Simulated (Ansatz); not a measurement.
**Where Si_Mg puts its levels in the gap of MgO (Fm-3m)**

Aim: at which Fermi levels does Si_Mg in MgO (Fm-3m) change its charge? The model is a cell of 54 host atoms with 1 Mg taken out and 1 Si put in.

Program: Ansatz 0.2.0. Level of theory: place-levels on r2SCAN runs: charge-transition levels and formation energies with image-charge correction and potential alignment at the atomic sites; PAW set soft_1. Results are calculated unless marked as measured.

**Measured values to reproduce.**

For MgO, rocksalt (bulk crystal), “Electronic structure of alkaline earth and post-transition metal oxides” (2009, arxiv:0908.1581) quotes earlier work: band gap (literature experimental gap) 7.83 eV [Literature value based on experiment; other listed experimental values range from 7.7 to …].

Most raw output is cut from this account.

**1. Set-up**

The cell holds 54 atoms: 26 Mg, 27 O and 1 Si. Cell: a = 8.925 Å, b = 8.925 Å, c = 8.925 Å, α = 60.0°, β = 60.0°, γ = 60.0°. It derives from MgO (space group Fm-3m). Nearest the centre at fractional (0.667, 0.667, 0.333): Si51 at 0.00 Å, O28 at 2.10 Å, O44 at 2.10 Å, O32 at 2.10 Å, O34 at 2.10 Å, O46 at 2.10 Å, O50 at 2.10 Å, Mg9 at 2.98 Å.

The host's dielectric constants go in as inputs: 3.24 for the electrons alone, 10.37 with the ions, from a response run on this crystal (DFPT, PBEsol) at that run's own cell.

The cell's shortest repeat is 8.9 Å.

**2. The runs of each charge state**

A transition level is the Fermi level at which two charge states cost the same, so each charge needs its own total energy, at its own relaxed structure.

Each atom starts 0.05 Å or so off its site in a random direction: a symmetric start keeps its symmetry, and would miss off-centre moves and Jahn–Teller distortions. Forces are taken at one point at (¼, ¼, ¼). The cell holds 1 electron more than the neutral one, with a uniform background that keeps it neutral on the whole. The electron count is odd, so at least one spin is unpaired; this run locks the moment at 1 μB.

The sampling was tested on the host first: at the k-points planned (1x1x1 shifted 0.25 0.25 0.25) its energy lies 0.020 eV an atom from the dense-mesh value, under the bound of 0.02 eV set for this test; that bounds the host's error, not the defect's.

One state's input; the others differ in charge, spin, start and seed, and in occupations where the table says so.

File qm1_M1.relax/input.yaml:

```yaml
crystal:
  lattice:
    - [0.0, 6.31124291, 6.31124291]
    - [6.31124291, 0.0, 6.31124291]
    - [6.31124291, 6.31124291, 0.0]
  atoms:
    - { symbol: Mg, position: [0.0, 0.0, 0.0] }
    - { symbol: O, position: [0.16666667, 0.16666667, 0.16666667] }
[... 6 atom lines left out ...]
    - { symbol: Mg, position: [0.0, 0.33333333, 0.33333333] }
[... 3 atom lines left out ...]
    - { symbol: Mg, position: [0.0, 0.66666667, 0.0] }
[... 1 atom line left out ...]
    - { symbol: Mg, position: [0.0, 0.66666667, 0.33333333] }
[... 5 atom lines left out ...]
    - { symbol: Mg, position: [0.33333333, 0.0, 0.33333333] }
[... 6 atom lines left out ...]
    - { symbol: O, position: [0.5, 0.5, 0.5] }
[... 1 atom line left out ...]
    - { symbol: O, position: [0.5, 0.5, 0.83333333] }
[... 1 atom line left out ...]
    - { symbol: O, position: [0.5, 0.83333333, 0.16666667] }
    - { symbol: Mg, position: [0.33333333, 0.66666667, 0.33333333] }
    - { symbol: O, position: [0.5, 0.83333333, 0.5] }
    - { symbol: Mg, position: [0.33333333, 0.66666667, 0.66666667] }
[... 1 atom line left out ...]
    - { symbol: Mg, position: [0.66666667, 0.0, 0.0] }
[... 1 atom line left out ...]
    - { symbol: Mg, position: [0.66666667, 0.0, 0.33333333] }
[... 4 atom lines left out ...]
    - { symbol: O, position: [0.83333333, 0.5, 0.16666667] }
    - { symbol: Mg, position: [0.66666667, 0.33333333, 0.33333333] }
    - { symbol: O, position: [0.83333333, 0.5, 0.5] }
    - { symbol: Mg, position: [0.66666667, 0.33333333, 0.66666667] }
[... 1 atom line left out ...]
    - { symbol: Mg, position: [0.66666667, 0.66666667, 0.0] }
    - { symbol: O, position: [0.83333333, 0.83333333, 0.16666667] }
    - { symbol: Si, position: [0.66666667, 0.66666667, 0.33333333] }
[... 1 atom line left out ...]
    - { symbol: Mg, position: [0.66666667, 0.66666667, 0.66666667] }
    - { symbol: O, position: [0.83333333, 0.83333333, 0.83333333] }
  host:
    repeats: [3, 3, 3]
    atoms:
      - { symbol: Mg, position: [0.0, 0.0, 0.0] }
      - { symbol: O, position: [0.5, 0.5, 0.5] }
total_charge: -1
basis:
  ecutwfc: 500
  xc_grid: 2
hamiltonian:
  xc: r2scan
  pseudopotentials: { kind: paw, azcp: { folder: soft_1 } }
kpoints:
  mp_grid: { grid: [1, 1, 1], shift: [0.25, 0.25, 0.25] }
magnetization:
  spin_polarized: true
  initial_magnetization: 1
  spin_locking: { lock_magnetization: hard }
scf:
  occupations: { method: fixed }
  max_iter: 100
output:
  forces: true
  charged_corrections:
    epsilon: 3.24
    static_epsilon: 10.37
    defect_position: [0.666667, 0.666667, 0.333333]
relax:
  f_tol: 0.02
  max_steps: 80
  random_displacement: { amplitude: 0.05, seed: 534 }
checkpoint:
  write: "../qm1_M1.relax.run"
  compress: false
  write_wavefunctions: true
  write_every: 100000
```

Started as:

```sh
$ ansatz run input.yaml --threads 4 --pin off --max-ram 7536MiB --backend cpu --events-out ev --progress --plain --runs-dir out
```

Defect states can disperse in a cell of this size, so the energy is taken again at a 2×2×2 shifted mesh, on the relaxed structure.

The run of this state that the levels use, under r2SCAN:

File qm1_M1.point/input.yaml:

```yaml
crystal:
  checkpoint: "../qm1_M1.relax.run"
  host: checkpoint
total_charge: -1
basis:
  ecutwfc: 500
  xc_grid: 2
hamiltonian:
  xc: r2scan
  pseudopotentials: { kind: paw, azcp: { folder: soft_1 } }
kpoints:
  mp_grid: { grid: [2, 2, 2], shift: [0.5, 0.5, 0.5] }
magnetization:
  spin_polarized: true
  initial_magnetization: 1
  spin_locking: { lock_magnetization: hard }
scf:
  occupations: { method: fermi_dirac, width: 0.01 }
  max_iter: 100
output:
  forces: true
  eigenvalues: true
  charged_corrections:
    epsilon: 3.24
    static_epsilon: 10.37
    defect_position: [0.666667, 0.666667, 0.333333]
  eigenstates: { localisation: true }
  populations: true
  efg: {}
checkpoint:
  read: "../qm1_M1.relax.run"
  write: "../qm1_M1.point.run"
  compress: false
  write_wavefunctions: false
  write_every: 100000
```

Relaxations under r2SCAN at one point at (¼, ¼, ¼); times on 4 threads of Arm Neoverse V1, shared host:

| charge | moment (μB) | occupations | outcome | steps | largest displacement against the far atoms (Å) | time |
| --- | --- | --- | --- | --- | --- | --- |
| −1 | 1 | fixed | converged | 14 | 0.34 | 6.3 min |
| 0 | 0 | fixed | converged | 18 | 0.32 | 2.9 min |
| +1 | 1 | fixed | converged | 11 | 0.27 | 4.7 min |
| +2 | 0 | fixed | converged | 6 | 0.25 | 69 s |

Single points under r2SCAN at a 2×2×2 shifted mesh; times on 4 threads of Arm Neoverse V1, shared host:

| charge | moment (μB) | occupations | outcome | time |
| --- | --- | --- | --- | --- |
| −1 | 1 | fermi-dirac | converged | 2.7 min |
| 0 | 0 | fermi-dirac | converged | 63 s |
| +1 | 1 | fermi-dirac | converged | 2.4 min |
| +2 | 0 | fermi-dirac | converged | 60 s |

Distances (Å) from Si51 to the nearest atoms after relaxation with r2SCAN:

| charge | moment (μB) | 1. | 2. | 3. | 4. | 5. | 6. |
| --- | --- | --- | --- | --- | --- | --- | --- |
| −1 | 1 | O 1.85 | O 1.85 | O 1.85 | O 2.54 | O 2.54 | O 2.55 |
| 0 | 0 | O 1.85 | O 1.86 | O 1.86 | O 2.52 | O 2.52 | O 2.52 |
| +1 | 1 | O 1.77 | O 1.77 | O 1.77 | O 2.36 | O 2.36 | O 2.36 |
| +2 | 0 | O 1.85 | O 1.85 | O 1.85 | O 1.85 | O 1.86 | O 1.86 |

**3. place-levels, r2SCAN**

A charged cell interacts with its images and the background, and its potential has another zero than the host's. place-levels removes the first by a point-charge model, screened by the static dielectric constant since the ions have relaxed around the charge, and the second by comparing potentials at atoms far from the defect.

The host is a run of the defect-free crystal in the same cutoffs, grids and k-points, so that basis and sampling errors cancel in part in the differences. The host is run in a cell of 2 atoms on a matching mesh. Its band edges are searched through the zone by a band path, so the gap is smaller than, or equal to, that on the mesh. Chemical potentials are energies per atom of Mg (hcp) and Si (diamond), run with the same functional and cutoff.

File levels.point.yaml:

```yaml
host:
  run: host.point.run
states: [qm1_M1.point.run, q0.point.run, qp1_M1.point.run, qp2.point.run]
geometry_from:
  qm1_M1.point.run: qm1_M1.relax.run
  q0.point.run: q0.relax.run
  qp1_M1.point.run: qp1_M1.relax.run
  qp2.point.run: qp2.relax.run
chemical_potentials:
  Mg:
    energy: -1926.407918
    dataset: "<sha256 of the dataset>"
  Si:
    energy: -639.06578
    dataset: <sha256 of the dataset>
epsilon: 3.24
static_epsilon: 10.37
vertical:
  - { from: qm1_M1.point.run, to: qm1_M1.point_neutral.run }
  - { from: qp1_M1.point.run, to: qp1_M1.point_neutral.run }
  - { from: qp2.point.run, to: qp2.point_neutral.run }
```

Started as:

```sh
$ ansatz place-levels levels.point.yaml -- --threads 4 --pin off --max-ram 7536MiB
```

Elapsed: 0.47 s, on 4 threads of Arm Neoverse V1, shared host.

Levels between the charges placed, in eV above the valence top:

|  | gap (eV) | (+2/+1) | (+1/0) | (0/−1) |
| --- | --- | --- | --- | --- |
| r2SCAN | 5.68 | 4.92 | 4.32 | 5.72 |

Corrections by state:

| charge | moment (μB) | image terms and alignment (eV) | band filling (eV) | ε used | over the lowest of its charge, as the program ranks them, band filling apart (eV) |
| --- | --- | --- | --- | --- | --- |
| +2 | 0.0 | 0.974 | - | 10.37 | 0.000 |
| +1 | 1.0 | 0.275 | - | 10.37 | 0.000 |
| 0 | 0.0 | 0.000 | - | - | 0.000 |
| −1 | 1.0 | 0.137 | -1.255 | 10.37 | 0.000 |

The charged structures listed were also run neutral, and place-levels reads from each pair, by the potential or the spins, how wide the charge is by which they differ; that can be the carrier of either run.

| charge | rms radius (Å) | spread where it is widest against the cell (Å) | wide from (Å) | reading |
| --- | --- | --- | --- | --- |
| +2 | 4.6 | 2.68 | 1.26 | wide |
| +1 | 2.3 | 1.33 | 1.26 | wide |
| −1 | 4.2 | 2.63 | 1.26 | wide |

The neutral runs of these pairs need not share the spin of the lowest neutral state, and very wide values only mean spread over the cell.

From the program's caveats on the states, each cut to its opening words:

- charge +2: it parts from the run at its places by a charge that spreads by about 2.7 Å along one vector (1.3 Å or more is wide), by its potential at epsilon 3.24, taken [...]
- charge +2, +1 (1 μB), 0, −1 (1 μB): its alignment with the host at atomic sites is doubtful: the cell is too small to show whether the defect's potential has decayed: take a larger one
- charge +1 (1 μB): it parts from the run at its places by a charge that spreads by about 1.3 Å along one vector (1.3 Å or more is wide), by the spins about the atoms, where the [...]
- charge +1 (1 μB): the far atoms show a dipole or second moment of the defect's charge, for which the correction takes or leaves out 0.245 eV: further moments aren't read, and [...]
- charge +1 (1 μB), −1 (1 μB): flagged: stability check not made
- charge 0: the far atoms show a dipole or second moment of the defect's charge, for which the correction takes or leaves out 0.404 eV: further moments aren't read, and [...]
- charge −1 (1 μB): it parts from the run at its places by a charge that spreads by about 2.6 Å along one vector (1.3 Å or more is wide), by its potential at epsilon 3.24, taken [...]
- charge −1 (1 μB): a band-filling correction moves a carrier to the host's band edge, which changes its energy by -1.255 eV
- charge −1 (1 μB): the far atoms show a dipole or second moment of the defect's charge, for which the correction takes or leaves out 0.178 eV: further moments aren't read, and [...]
- charge −1 (1 μB): its moments are held at its close (magnetization.spin_locking), by a field of 0.284 eV a Bohr magneton, and its energy and levels are of the state that this [...]

Chemical potentials of the elements' reference phases, run alike. Formation energy by charge state (elemental references; gap 5.68 eV):

| charge | at valence top (eV) | at conduction bottom (eV) | correction included (eV) |
| --- | --- | --- | --- |
| +2 | -2.92 | 8.43 | 0.97 |
| +1 | 2.00 | 7.67 | 0.27 |
| 0 | 6.32 | 6.32 | 0.00 |
| −1 | 12.04 | 6.36 | -1.12 |

```tsv
Fermi level (eV)	lowest formation energy (eV)
0.00	-2.92
0.52	-1.89
1.03	-0.86
1.55	0.17
2.06	1.20
2.58	2.23
3.10	3.28
3.61	4.31
4.13	5.34
4.65	6.32
5.16	6.32
5.68	6.32
```

**4. The same at the relaxations' own k-points**

The relaxations' own energies give the levels at their sampling, for comparison.

File levels.relax_mesh.yaml:

```yaml
host:
  run: host.relax.run
states: [qm1_M1.relax.run, q0.relax.run, qp1_M1.relax.run, qp2.relax.run]
chemical_potentials:
  Mg:
    energy: -1926.407918
    dataset: "<sha256 of the dataset>"
  Si:
    energy: -639.06578
    dataset: <sha256 of the dataset>
```

Started as:

```sh
$ ansatz place-levels levels.relax_mesh.yaml -- --threads 4 --pin off --max-ram 7536MiB
```

Run time: 0.14 s. Hardware: 4 threads.

Levels between neighbouring charges, in eV above the valence top:

|  | gap (eV) | (+2/+1) | (+1/0) | (0/−1) |
| --- | --- | --- | --- | --- |
| one point at (¼, ¼, ¼) | 5.66 | 4.81 | 4.19 | 5.71 |
| a 2×2×2 shifted mesh | 5.68 | 4.92 | 4.32 | 5.72 |

Going from one point at (¼, ¼, ¼) to a 2×2×2 shifted mesh moves the levels that carry no band-filling term by up to 0.13 eV and formation energies against the elements by up to 0.19 eV; band-filling terms, which differ between samplings, are in these energies.

**5. What came out**

```yaml
gap_of_the_host: 5.68 eV (r2SCAN)
level_plus_2_plus_1: 4.92 eV above the valence top, not a change between lowest states
level_plus_1_over_0: 4.32 eV above the valence top, not a change between lowest states
level_0_minus_1: 5.72 eV above the valence top, past the conduction bottom (6.97 eV above the valence top without the band-filling term)
level_plus_2_over_0: 4.62 eV above the valence top
lowest_of_the_charges_placed_just_above_the_valence_top_0p02_ev: +2
lowest_of_the_charges_placed_just_below_the_conduction_bottom_0p02_ev: 0
lowest_formation_energy_at_mid_gap_of_the_charges_run_elemental_references: 2.76 eV
```

Of the charges placed (−1, 0, +1 and +2), the lowest changes at 4.62 eV (+2/0) above the valence top, in a gap of 5.68 eV. (+2/0) passes over charge +1, which lies 0.30 eV above the two there; a lower structure or spin state of it, if missed, would change that. Charges above +2 were not placed, so these runs say nothing of levels that involve them. States placed: +2 at 0 μB; +1 at 1 μB; 0 at 0 μB; −1 at 1 μB. Other spin states or structures, where not listed, weren't placed. The program finds carriers beyond a band edge of the host and adds a band-filling term at charge −1 (-1.26 eV); steps to such a charge show no bound level, and a defect level inside a band would be read the same way. Si is taken at its element; compounds, which aren't counted here, bound the chemical potentials and would shift these formation energies. Going from one point at (¼, ¼, ¼) to a 2×2×2 shifted mesh moves the levels that carry no band-filling term by up to 0.13 eV and formation energies against the elements by up to 0.19 eV; band-filling terms, which differ between samplings, are in these energies. The program doubts the alignment of potentials for at least one state, a sign that the cell is small. Keep in mind: the images are only 8.9 Å apart; r2SCAN makes the gap too small and tends to spread out bound carriers; where a gas molecule sets a chemical potential or the host's formation energy, its binding is uncorrected; force components of up to 0.31 eV/Å remain in a run at the final settings.

Computed beside measured:

| quantity | measured | r2SCAN |
| --- | --- | --- |
| band gap (least gap of the host) (eV) | 7.83 | 5.68 (-2.15 eV) |

Measured values from arxiv:0908.1581 (2009).

**Verdict.** The band gap is off by -2.15 eV: a clear miss. Local and semilocal functionals usually give gaps below the measured ones. Zero-point and thermal motion shift the measured gap.

[Logs are printed without paths, hosts, clocks, repeated set-up lines and the standing remarks that a program may print on its own settings, such as how far it seeks lower states.]

[Hosts, paths, dates, database ids (printed as entryN), source tags and the programs' standing remarks are cut or masked in the printed files.]

[Where a table of states has a column of steps, it counts the stored structures, which are thinned; the runs took as many ionic steps or more.]

[A defect's name tells the site on which it was built; relaxed atoms can leave that site.]

[For some hosts the program warned that the k-mesh of the response run may be too coarse for force constants and the static dielectric constant; such warnings are not shown here.]
